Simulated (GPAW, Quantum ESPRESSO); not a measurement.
The F K edge of atom 2 in NaHF2 (R-3m), with 1 H at 1.13 Å and 3 Na at 2.32 Å (distorted tetrahedral, site symmetry 3m), was computed in 2 ways: full core hole (charged cell) and no core hole. Program and functional: GPAW, LDA, Gaussian full width 0.9 eV up to 4 eV, rising linearly to 3.5 eV at 25 eV; cells of 4 and 16 atoms (the run without a hole in the smaller).

Each run is counted from its own lowest empty level or Fermi level and scaled to a mean of 1 over its first 20 eV.

```csv
E (eV),run 1,run 2
-2.0,0.00,0.00
-1.5,0.00,0.00
-1.0,0.00,0.00
-0.5,0.00,0.00
0.0,0.02,0.01
0.5,0.07,0.05
1.0,0.16,0.11
1.5,0.26,0.21
2.0,0.32,0.29
2.5,0.68,0.42
3.0,1.11,0.49
3.5,1.64,0.64
4.0,1.98,0.83
4.5,2.27,0.94
5.0,1.80,1.19
5.5,1.28,1.27
6.0,1.54,1.17
6.5,2.28,1.08
7.0,2.58,1.07
7.5,2.15,1.09
8.0,1.57,1.10
8.5,1.08,1.20
9.0,0.71,1.42
9.5,0.52,1.73
10.0,0.52,1.98
10.5,0.61,1.98
11.0,0.72,1.77
11.5,0.86,1.59
12.0,1.01,1.59
12.5,1.05,1.64
13.0,0.92,1.52
13.5,0.72,1.20
14.0,0.58,0.86
14.5,0.54,0.64
15.0,0.58,0.56
15.5,0.67,0.60
16.0,0.78,0.70
16.5,0.88,0.84
17.0,0.94,0.95
17.5,0.94,1.01
18.0,0.90,1.01
18.5,0.83,0.98
19.0,0.76,0.92
19.5,0.70,0.86
20.0,0.66,0.81
20.5,0.63,0.78
21.0,0.62,0.75
21.5,0.62,0.73
22.0,0.62,0.70
22.5,0.61,0.67
23.0,0.61,0.64
23.5,0.61,0.62
24.0,0.63,0.60
24.5,0.67,0.60
25.0,0.71,0.61
25.5,0.75,0.63
26.0,0.79,0.66
26.5,0.82,0.69
27.0,0.83,0.72
27.5,0.83,0.74
28.0,0.83,0.76
28.5,0.81,0.77
29.0,0.79,0.78
29.5,0.76,0.78
30.0,0.73,0.77
30.5,0.70,0.76
31.0,0.66,0.73
31.5,0.62,0.69
32.0,0.58,0.65
```

Which run is which?

Run 1: full core hole (charged cell) (area from −2 to 6 eV 6.2, main maxima 4.5 eV (2.27), 6.9 eV (2.59), 12.4 eV (1.05) and 17.3 eV (0.95)). Run 2: no core hole (area from −2 to 6 eV 3.5, main maxima 5.4 eV (1.27), 10.3 eV (2.02), 12.5 eV (1.64) and 17.8 eV (1.02)). With each curve scaled to its own mean, the area from −2 to 6 eV with the hole is 6.2 against 3.5, and the centre of weight from −1 to 20 eV moves by -1.5 eV: the hole pulls the absorber's empty states down.

[Banner, clock and machine lines of the logs are left out without a mark of their own.]

[Logs are printed without paths, hosts, clocks, repeated set-up lines and the standing remarks that a program may print on its own settings, such as how far it seeks lower states.]

[Hosts, paths, dates, database ids (printed as entryN), source tags and the programs' standing remarks are cut or masked in the printed files.]

[Lists of maxima count a maximum above −3 eV only where it reaches 4 % of the highest in the window and stands out from its surroundings by 2 % of it (1.5 % where it reaches 55 %); shoulders and weaker maxima are passed over, and of the rest the first, up to two pre-edge ones and the few strongest are named.]
